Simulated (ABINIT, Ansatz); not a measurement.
**CsCaBr3 (Pm-3m): modes at Γ and the response to a field**

Aim: the zone-centre modes of CsCaBr3 (Pm-3m).

Calculated with ABINIT 10.8.3; DFT LDA, scalar-relativistic, plane waves, PseudoDojo norm-conserving pseudopotentials.

The structure was built from a prototype and need not be the compound's stable phase.

### 1. Set-up

Symmetry: Pm-3m, No. 221, cubic system. The conventional cell has a = 5.526 Å, b = 5.526 Å, c = 5.526 Å, α = 90.00°, β = 90.00°, γ = 90.00°. Nearest to Cs lie 12 Br at 3.91 Å. Nearest to Ca lie 6 Br at 2.76 Å. Nearest to Br lie 2 Ca at 2.76 Å and 4 Cs at 3.91 Å. Farther neighbours and most contacts between anions are not listed.

Structure file:

```cif
data_structure
_symmetry_space_group_name_H-M 'P 1'
_symmetry_Int_Tables_number 1
_cell_length_a 5.5258
_cell_length_b 5.5258
_cell_length_c 5.5258
_cell_angle_alpha 90.000
_cell_angle_beta 90.000
_cell_angle_gamma 90.000
_cell_volume 168.73
loop_
_atom_site_label
_atom_site_type_symbol
_atom_site_fract_x
_atom_site_fract_y
_atom_site_fract_z
_atom_site_occupancy
Cs1 Cs 0.00000 0.00000 0.00000 1
Ca2 Ca 0.50000 0.50000 0.50000 1
Br3 Br 0.50000 0.50000 0.00000 1
Br4 Br 0.50000 0.00000 0.50000 1
Br5 Br 0.00000 0.50000 0.50000 1
```

### 2. Relaxation

The harmonic expansion needs vanishing forces, and a free crystal bears no stress, so cell and atoms are brought to rest. Stress is more sensitive to the basis than forces are: the last 3 Ha under the cutoff are smoothed with ecutsm, and the cutoff is raised above that of the later runs.

The starting cell comes from a relaxation made beforehand in Ansatz (LDA, PseudoDojo NC).

Contents of relax.abi:

```
# relaxation
ionmov 2
optcell 2
dilatmx 1.08
ntime 40
tolmxf 1.0d-05
tolvrs 1.0d-14
prtwf 0
prtden 0
chksymtnons 0

# basis, mesh and filling
ecut 38.0
ecutsm 3.0
ngkpt 4 4 4
nshiftk 1
shiftk 0.0 0.0 0.0
istwfk *1
occopt 1
nband 20
nstep 100
diemac 9.0
prtebands 0
prtgsr 0
useylm 1

# cell and atoms
acell 10.44220706 10.44220706 10.44220706
rprim 
    1.0 0.0 0.0
    0.0 1.0 0.0
    0.0 0.0 1.0
ntypat 3
znucl 55 20 35
natom 5
typat 1 2 3 3 3
xred 
    0.0 0.0 0.0
    0.5 0.5 0.5
    0.5 0.5 0.0
    0.5 0.0 0.5
    0.0 0.5 0.5
pp_dirpath "./pseudo"
pseudos "Cs.upf, Ca.upf, Br.upf"
```

The run is started by

```console
$ OMP_NUM_THREADS=1 mpirun -n 4 abinit relax.abi > relax.log
```

Numbers of over 12 decimals in the logs are rounded to 6 here.

relax.abo, the main output file:

```text
[banners, grids, parts of the stress and lines that vanish by symmetry left out]
- input  file    -> relax.abi
- output file    -> relax.abo
- root for input  files -> relaxi
[...]
Symmetries : space group Pm -3 m (#221); Bravais cP (primitive cubic)
[...]
mpw =       16176          nfft =      262144          nkpt =          10
[...]
== DATASET  1 ==================================================================
[...]
cutoff_energies: {ecut:  38.0, pawecutdg:  -1.0, }
[...]
ETOT  1  -109.76580229722    -1.098E+02 4.379E-02 1.820E+02
 ETOT  2  -109.82753521528    -6.173E-02 9.721E-05 4.489E+01
 ETOT  3  -109.82957238044    -2.037E-03 2.841E-05 1.030E+01
 ETOT  4  -109.82985422333    -2.818E-04 8.436E-06 1.672E-01
 ETOT  5  -109.82986969138    -1.547E-05 5.735E-07 1.968E-02
[...]
ETOT 14  -109.82987137710     1.620E-12 3.489E-16 6.461E-13
 ETOT 15  -109.82987137709     6.509E-12 3.959E-17 5.501E-15
 At SCF step   15       vres2   =  5.50E-15 < tolvrs=  1.00E-14 =>converged.
[...]
sigma(1 1)=  3.92825665E-08  sigma(3 2)=  0.00000000E+00
  sigma(2 2)=  3.92825665E-08  sigma(3 1)=  0.00000000E+00
  sigma(3 3)=  3.92825665E-08  sigma(2 1)=  0.00000000E+00
[...]
convergence: {deltae:  6.509E-12, res2:  5.501E-15, residm:  3.959E-17, diffor: null, }
etotal    :  -1.09829871E+02
[...]
At Broyd/MD step   1, gradients are converged :
[...]
sigma(1 1)=  3.92825665E-08  sigma(3 2)=  0.00000000E+00
  sigma(2 2)=  3.92825665E-08  sigma(3 1)=  0.00000000E+00
  sigma(3 3)=  3.92825665E-08  sigma(2 1)=  0.00000000E+00
[...]
- sigma(1 1)=  1.15573301E-03  sigma(3 2)=  0.00000000E+00
- sigma(2 2)=  1.15573301E-03  sigma(3 1)=  0.00000000E+00
- sigma(3 3)=  1.15573301E-03  sigma(2 1)=  0.00000000E+00
[...]
fcart     -0.0000000000E+00 -0.0000000000E+00 -0.0000000000E+00
           strten      3.9282566460E-08  3.9282566457E-08  3.9282566456E-08
================================================================================

[key lines of the parts left out:]
pressure_GPa:  -1.1557E-03
Total energy (etotal) [Ha]= -1.09829871377091E+02
```

Wall time 48 s (4 MPI ranks of Arm Neoverse V1, shared host); 3.2 min of CPU time.

Little changed from the start: no atom moved by 0.005 Å and no cell edge by 0.1 %.

Numbers from this step:

- volume per atom: 33.75 Å³
- pressure: -0.001156 GPa

### 3. Ground state

The response is built on these wavefunctions, so the potential is converged far more tightly than an energy would need.

Contents of gs.abi:

```
# ground state
tolvrs 1.0d-16
prtden 1
prtwf 1

# basis, mesh and filling
ecut 30.0
ngkpt 4 4 4
nshiftk 1
shiftk 0.0 0.0 0.0
istwfk *1
occopt 1
nband 20
nstep 100
diemac 9.0
prtebands 0
prtgsr 0
useylm 1

# cell and atoms
acell 10.44220706 10.44220706 10.44220706
rprim 
    1.0 0.0 0.0
    0.0 1.0 0.0
    0.0 0.0 1.0
ntypat 3
znucl 55 20 35
natom 5
typat 1 2 3 3 3
xred 
    0.0 0.0 0.0
    0.5 0.5 0.5
    0.5 0.5 0.0
    0.5 0.0 0.5
    0.0 0.5 0.5
pp_dirpath "./pseudo"
pseudos "Cs.upf, Ca.upf, Br.upf"
```

The run is started by

```console
$ OMP_NUM_THREADS=1 mpirun -n 4 abinit gs.abi > gs.log
```

gs.abo, the main output file:

```text
[banners, grids, parts of the stress and lines that vanish by symmetry left out]
- input  file    -> gs.abi
- output file    -> gs.abo
- root for input  files -> gsi
[...]
Symmetries : space group Pm -3 m (#221); Bravais cP (primitive cubic)
[...]
mpw =        9008          nfft =      157464          nkpt =          10
[...]
== DATASET  1 ==================================================================
[...]
cutoff_energies: {ecut:  30.0, pawecutdg:  -1.0, }
[...]
ETOT  1  -109.76634252403    -1.098E+02 1.315E-01 1.178E+02
 ETOT  2  -109.82762925078    -6.129E-02 9.375E-05 2.376E+01
 ETOT  3  -109.82947421976    -1.845E-03 3.155E-05 5.252E+00
 ETOT  4  -109.82972513653    -2.509E-04 6.092E-06 5.276E-02
 ETOT  5  -109.82973393166    -8.795E-06 1.990E-07 1.070E-02
[...]
ETOT 19  -109.82973556134    -4.775E-12 3.654E-21 1.345E-16
 ETOT 20  -109.82973556133     4.064E-12 4.763E-22 8.450E-18
 At SCF step   20       vres2   =  8.45E-18 < tolvrs=  1.00E-16 =>converged.
[...]
sigma(1 1)=  1.28726846E-06  sigma(3 2)=  0.00000000E+00
  sigma(2 2)=  1.28726846E-06  sigma(3 1)=  0.00000000E+00
  sigma(3 3)=  1.28726846E-06  sigma(2 1)=  0.00000000E+00
[...]
convergence: {deltae:  4.064E-12, res2:  8.450E-18, residm:  4.763E-22, diffor: null, }
etotal    :  -1.09829736E+02
[...]
sigma(1 1)=  1.28726846E-06  sigma(3 2)=  0.00000000E+00
  sigma(2 2)=  1.28726846E-06  sigma(3 1)=  0.00000000E+00
  sigma(3 3)=  1.28726846E-06  sigma(2 1)=  0.00000000E+00
[...]
- sigma(1 1)=  3.78727458E-02  sigma(3 2)=  0.00000000E+00
- sigma(2 2)=  3.78727458E-02  sigma(3 1)=  0.00000000E+00
- sigma(3 3)=  3.78727458E-02  sigma(2 1)=  0.00000000E+00
[...]
fcart     -0.0000000000E+00 -0.0000000000E+00 -0.0000000000E+00
           strten      1.2872684642E-06  1.2872684642E-06  1.2872684642E-06
================================================================================

[key lines of the parts left out:]
pressure_GPa:  -3.7873E-02
```

Run time: 42 s. Hardware: 4 MPI ranks; 2.8 min of CPU time.

Numbers from this step:

- pressure: -0.03787 GPa

The cell stands at -0.038 GPa, close enough for phonons.

### 4. Empty bands

Empty bands on the ground state's density check that the gap assumed so far is there in this cell.

Contents of gap.abi:

```
# empty bands on the ground state's density
iscf -2
getden_filepath "gso_DEN"
tolwfr 1.0d-12
nbdbuf 2
prtwf 0

# basis, mesh and filling
ecut 30.0
ngkpt 4 4 4
nshiftk 1
shiftk 0.0 0.0 0.0
istwfk *1
occopt 1
nband 24
nstep 100
diemac 9.0
prtebands 0
prtgsr 0
useylm 1

# cell and atoms
acell 10.44220706 10.44220706 10.44220706
rprim 
    1.0 0.0 0.0
    0.0 1.0 0.0
    0.0 0.0 1.0
ntypat 3
znucl 55 20 35
natom 5
typat 1 2 3 3 3
xred 
    0.0 0.0 0.0
    0.5 0.5 0.5
    0.5 0.5 0.0
    0.5 0.0 0.5
    0.0 0.5 0.5
pp_dirpath "./pseudo"
pseudos "Cs.upf, Ca.upf, Br.upf"
```

The run is started by

```console
$ OMP_NUM_THREADS=1 mpirun -n 4 abinit gap.abi > gap.log
```

gap.abo, the main output file:

```text
[banners, grids, parts of the stress and lines that vanish by symmetry left out]
- input  file    -> gap.abi
- output file    -> gap.abo
- root for input  files -> gapi
[...]
Symmetries : space group Pm -3 m (#221); Bravais cP (primitive cubic)
[...]
mpw =        9008          nfft =      157464          nkpt =          10
[...]
== DATASET  1 ==================================================================
[...]
cutoff_energies: {ecut:  30.0, pawecutdg:  -1.0, }
[...]
-outvars: echo values of variables after computation
            acell      1.0442207060E+01  1.0442207060E+01  1.0442207060E+01 Bohr
================================================================================
```

It took 42 s on 4 MPI ranks.

Read from the output:

- gap on the k-mesh: 4.361 eV

In this cell the gap on the mesh is 4.4 eV, indirect (smallest direct 4.6 eV), so fixed occupations hold.

### 5. Linear response at Γ

The derivative of the wavefunctions by k comes first, since the response to a field is built on it; then the field and the displacements that symmetry doesn't supply are solved at q = 0.

It reads the wavefunctions written in step 3.

Contents of dfpt_gamma.abi:

```
ndtset 2

# common to the responses
getwfk_filepath "gso_WFK"
kptopt 2
nqpt 1
qpt 0.0 0.0 0.0
asr 0
chneut 0

# d/dk
rfelfd1 2
rfdir1 1 1 1
iscf1 -3
tolwfr1 1.0d-20

# displacements, field
rfphon2 1
rfatpol2 1 5
rfdir2 1 1 1
rfelfd2 3
getddk2 1
tolvrs2 1.0d-10
prtwf2 0

# basis, mesh and filling
ecut 30.0
ngkpt 4 4 4
nshiftk 1
shiftk 0.0 0.0 0.0
istwfk *1
occopt 1
nband 20
nstep 100
diemac 9.0
prtebands 0
prtgsr 0
useylm 1

# cell and atoms
acell 10.44220706 10.44220706 10.44220706
rprim 
    1.0 0.0 0.0
    0.0 1.0 0.0
    0.0 0.0 1.0
ntypat 3
znucl 55 20 35
natom 5
typat 1 2 3 3 3
xred 
    0.0 0.0 0.0
    0.5 0.5 0.5
    0.5 0.5 0.0
    0.5 0.0 0.5
    0.0 0.5 0.5
pp_dirpath "./pseudo"
pseudos "Cs.upf, Ca.upf, Br.upf"
```

The run is started by

```console
$ OMP_NUM_THREADS=1 mpirun -n 4 abinit dfpt_gamma.abi > dfpt_gamma.log
```

dfpt_gamma.abo, the main output file:

```text
[banners, grids, parts of the stress and lines that vanish by symmetry left out]
- input  file    -> dfpt_gamma.abi
- output file    -> dfpt_gamma.abo
- root for input  files -> dfpt_gammai
[...]
DATASET    1 : space group Pm -3 m (#221); Bravais cP (primitive cubic)
[...]
nfft =      157464          nkpt =          36
[...]
DATASET    2 : space group Pm -3 m (#221); Bravais cP (primitive cubic)
[...]
nfft =      157464          nkpt =          36
[...]
== DATASET  1 ==================================================================
[...]
cutoff_energies: {ecut:  30.0, pawecutdg:  -1.0, }
[...]
- 35.00000   7.00000  180309                  znucl, zion, pspdat
[...]
Perturbation : derivative vs k along direction   1
[...]
-ETOT  1  -14.802935485114     -1.480E+01 8.957E-02 0.000E+00
 ETOT  2  -14.903989266508     -1.011E-01 8.792E-03 0.000E+00
 ETOT  3  -14.907379257269     -3.390E-03 2.867E-04 0.000E+00
 ETOT  4  -14.907543181950     -1.639E-04 3.245E-05 0.000E+00
 ETOT  5  -14.907552523997     -9.342E-06 1.345E-06 0.000E+00
[...]
At SCF step   19   max residual=  1.00E-20 < tolwfr=  1.00E-20 =>converged.
[...]
Perturbation : derivative vs k along direction   2
[...]
-ETOT  1  -14.802820221036     -1.480E+01 8.957E-02 0.000E+00
[...]
At SCF step   19   max residual=  9.99E-21 < tolwfr=  1.00E-20 =>converged.
[...]
Perturbation : derivative vs k along direction   3
[...]
-ETOT  1  -14.802935591133     -1.480E+01 8.957E-02 0.000E+00
[...]
At SCF step   19   max residual=  9.99E-21 < tolwfr=  1.00E-20 =>converged.
[...]
1        1       1.0899110456   -0.0000000000
     1        2       0.0000000000    0.0000000000
     1        3       0.0000000000    0.0000000000
     2        1       0.0000000000    0.0000000000
     2        2       1.0899110456    0.0000000000
     2        3       0.0000000000    0.0000000000
     3        1       0.0000000000    0.0000000000
     3        2       0.0000000000    0.0000000000
     3        3       1.0899110456   -0.0000000000
[...]
== DATASET  2 ==================================================================
[...]
cutoff_energies: {ecut:  30.0, pawecutdg:  -1.0, }
[...]
Perturbation : displacement of atom   1   along direction   1
[...]
-ETOT  1  0.799139     -1.081E+03 2.413E+00 6.144E+02
[...]
At SCF step   13       vres2   =  9.54E-12 < tolvrs=  1.00E-10 =>converged.
[...]
Perturbation : displacement of atom   2   along direction   1
[...]
-ETOT  1   16.924320508827     -4.957E+03 2.209E+01 6.517E+03
[...]
At SCF step   13       vres2   =  5.01E-12 < tolvrs=  1.00E-10 =>converged.
[...]
Perturbation : displacement of atom   3   along direction   1
[...]
-ETOT  1   1.286989     -9.713E+02 5.628E+00 1.547E+03
[...]
At SCF step   12       vres2   =  5.62E-11 < tolvrs=  1.00E-10 =>converged.
[...]
Perturbation : displacement of atom   3   along direction   3
[...]
-ETOT  1   10.373355742870     -9.777E+02 5.703E+00 7.068E+03
[...]
At SCF step   14       vres2   =  1.56E-11 < tolvrs=  1.00E-10 =>converged.
[...]
Perturbation : homogeneous electric field along direction   1
[...]
-ETOT  1  -64.599002329007     -6.460E+01 1.463E+00 2.324E+04
[...]
ETOT 12  -75.906535723316     -9.877E-11 3.339E-11 3.007E-09
 ETOT 13  -75.906535723327     -1.066E-11 6.083E-12 5.029E-12
 At SCF step   13       vres2   =  5.03E-12 < tolvrs=  1.00E-10 =>converged.
[...]
Dielectric tensor, in cartesian coordinates,
[...]
1    7   1    7         3.3138595580        -0.0000000000
   1    7   2    7        -0.0000000000        -0.0000000000
   1    7   3    7        -0.0000000000        -0.0000000000
   2    7   1    7        -0.0000000000        -0.0000000000
   2    7   2    7         3.3138595580        -0.0000000000
   2    7   3    7        -0.0000000000        -0.0000000000
   3    7   1    7        -0.0000000000        -0.0000000000
   3    7   2    7        -0.0000000000        -0.0000000000
   3    7   3    7         3.3138595580        -0.0000000000
  Effective charges, in cartesian coordinates,
[...]
1    1   1    7         1.3557401320         0.0000000000
   2    1   1    7         0.0000000000         0.0000000000
   3    1   1    7         0.0000000000         0.0000000000
   1    2   1    7         2.4724070887         0.0000000000
   2    2   1    7         0.0000000000         0.0000000000
[...]
Effective charges, in cartesian coordinates,
[...]
2    7   1    5         0.0000000000         0.0000000000
   3    7   1    5         0.0000000000         0.0000000000
   1    7   2    5         0.0000000000         0.0000000000
   2    7   2    5        -0.8965580473         0.0000000000
   3    7   2    5         0.0000000000         0.0000000000
   1    7   3    5         0.0000000000         0.0000000000
   2    7   3    5         0.0000000000         0.0000000000
   3    7   3    5        -0.8965580473         0.0000000000
  Phonon wavevector (reduced coordinates) :  0.00000  0.00000  0.00000
 Phonon energies in Hartree :
[...]
Phonon frequencies in cm-1    :
-  9.519332E-01  9.519333E-01  9.519337E-01  3.362383E+01  3.362383E+01
-  3.362383E+01  3.602162E+01  3.602162E+01  3.602162E+01  6.688374E+01
-  6.688374E+01  6.688374E+01  2.322115E+02  2.322115E+02  2.322115E+02
  Phonon at Gamma, with non-analyticity in the
[...]
Phonon energies in Hartree :
[...]
Phonon frequencies in cm-1    :
-  9.519332E-01  9.519333E-01  9.568812E-01  3.362383E+01  3.362383E+01
-  3.602162E+01  3.602162E+01  3.602162E+01  4.865487E+01  6.688374E+01
-  6.688374E+01  7.909611E+01  2.322115E+02  2.322115E+02  2.682028E+02
  Phonon at Gamma, with non-analyticity in the
[...]
Phonon energies in Hartree :
[...]
Phonon frequencies in cm-1    :
-  9.519332E-01  9.519337E-01  9.568809E-01  3.362383E+01  3.362383E+01
-  3.602162E+01  3.602162E+01  3.602162E+01  4.865487E+01  6.688374E+01
-  6.688374E+01  7.909611E+01  2.322115E+02  2.322115E+02  2.682028E+02
  Phonon at Gamma, with non-analyticity in the
[...]
Phonon energies in Hartree :
[...]
Phonon frequencies in cm-1    :
-  9.519333E-01  9.519337E-01  9.568808E-01  3.362383E+01  3.362383E+01
-  3.602162E+01  3.602162E+01  3.602162E+01  4.865487E+01  6.688374E+01
-  6.688374E+01  7.909611E+01  2.322115E+02  2.322115E+02  2.682028E+02
[...]
fcart2     0.0000000000E+00  0.0000000000E+00  0.0000000000E+00
           strten2     0.0000000000E+00  0.0000000000E+00  0.0000000000E+00
================================================================================
```

Elapsed: 9.8 min, on 4 MPI ranks.

Numbers from this step:

```
miss of the charge sum rule                                       : 0.01298 e
largest acoustic frequency at the zone centre before the sum rule : 0.95 cm⁻¹
highest optical zone-centre mode (no LO-TO term)                  : 232.2 cm⁻¹
lowest optical zone-centre mode                                   : 33.62 cm⁻¹
mean high-frequency dielectric constant                           : 3.314
largest Born charge in size (third of the trace)                  : 2.472 e
```

Born charge (rows field, columns displacement), before the sum rule (e), principal values of the symmetric part by kind of site:

| atom | atoms with these values | low | middle | high | mean |
| --- | --- | --- | --- | --- | --- |
| Cs1 | 1 | 1.36 | 1.36 | 1.36 | 1.36 |
| Ca2 | 1 | 2.47 | 2.47 | 2.47 | 2.47 |
| Br3 | 3 | -2.05 | -0.90 | -0.90 | -1.28 |

In full for Cs1:

```
1.36 0.00 0.00
0.00 1.36 0.00
0.00 0.00 1.36
```

High-frequency dielectric tensor:

```
3.31 0.00 0.00
0.00 3.31 0.00
0.00 0.00 3.31
```

The acoustic modes at Γ come out as far as 0.9 cm⁻¹ from zero, where they should vanish, a small numerical error; the Born charges miss their sum rule by 0.013 e, which is good.

[end of part 1 of 3]

[Host names and launcher messages were left out of these logs when they were recorded.]

[Logs are printed without paths, hosts, clocks, repeated set-up lines and the standing remarks that a program may print on its own settings, such as how far it seeks lower states.]

[Hosts, paths, dates, database ids (printed as entryN), source tags and the programs' standing remarks are cut or masked in the printed files.]
